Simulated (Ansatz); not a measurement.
**KTaCl3 (Pm-3m): the Drude term of Re ε in the infrared**

Re ε of KTaCl3 (Pm-3m) at low photon energies is read from one computed spectrum; the carriers' damping was typed as γ = 0.1 eV.

Cell: a, b, c = 4.967, 4.967, 4.967 Å (primitive vectors), 5 atoms.

Method: Ansatz 0.2.0, PBE, independent particles, k-mesh 7×7×7 with interpolation inside its cells, Gaussian parameter 0.15 eV.

Launch of the response step: `ansatz run input.yaml --threads 2 --pin off --max-ram 5120MiB --backend cpu --events-out ev --progress --plain --runs-dir out`. The run took 2.3 min, on 2 threads of AMD EPYC 7R43 64-Core Processor (Zen 3) (shared host).

```tsv
photon energy E (eV)	wavelength (µm)	Re ε
0.25	4.96	-257.6
0.30	4.13	?
0.35	3.54	-145.2
0.40	3.10	-112.6
0.50	2.48	-71.9
0.60	2.07	-49.0
0.70	1.77	-35.1
```

A Drude term over a constant background gives Re ε = ε_b − ωp²/(E² + γ²), linear in 1/(E² + γ²).

Working, on the rows shown:

| x = 1/(E² + γ²) (eV⁻²) | y = Re ε |
| --- | --- |
| 13.7931 | -257.6 |
| 7.54717 | -145.2 |
| 5.88235 | -112.6 |
| 3.84615 | -71.9 |
| 2.7027 | -49 |
| 2 | -35.1 |

Means: x̄ = 5.9619, ȳ = -111.9. Σ(x − x̄)(y − ȳ) = -1788, Σ(x − x̄)² = 94.64. Slope = -1788 / 94.64 = -18.89; intercept = ȳ − slope · x̄ = 0.71107. The line misses the rows shown by at most 3.4.

**Question.** Fill in the last column of the withheld row.

**Answer.** At x = 10 the line gives y = -188.17. The run gave -191.0, so the interpolation is off by 2.8, 1.3 % of the range in the table.

Refitted with all rows, the slope is -18.98 and the intercept 0.89625. These give ωp = √(−slope) = 4.36 eV, against 4.26 eV from the program's Fermi-surface sum, and an intercept of 0.9. Taking the program's Drude term off the rows leaves -8 at the lowest energy and 1 at the highest, so the background isn't constant: interband transitions lie in or near the window, and neither fitted number can be trusted. The structure is a model and need not exist. The values come from a sum over the points of one k-mesh and carry its error, which is largest for Fermi-surface quantities. Spin-orbit coupling is left out.

[Logs are printed without paths, hosts, clocks, repeated set-up lines and the standing remarks that a program may print on its own settings, such as how far it seeks lower states.]
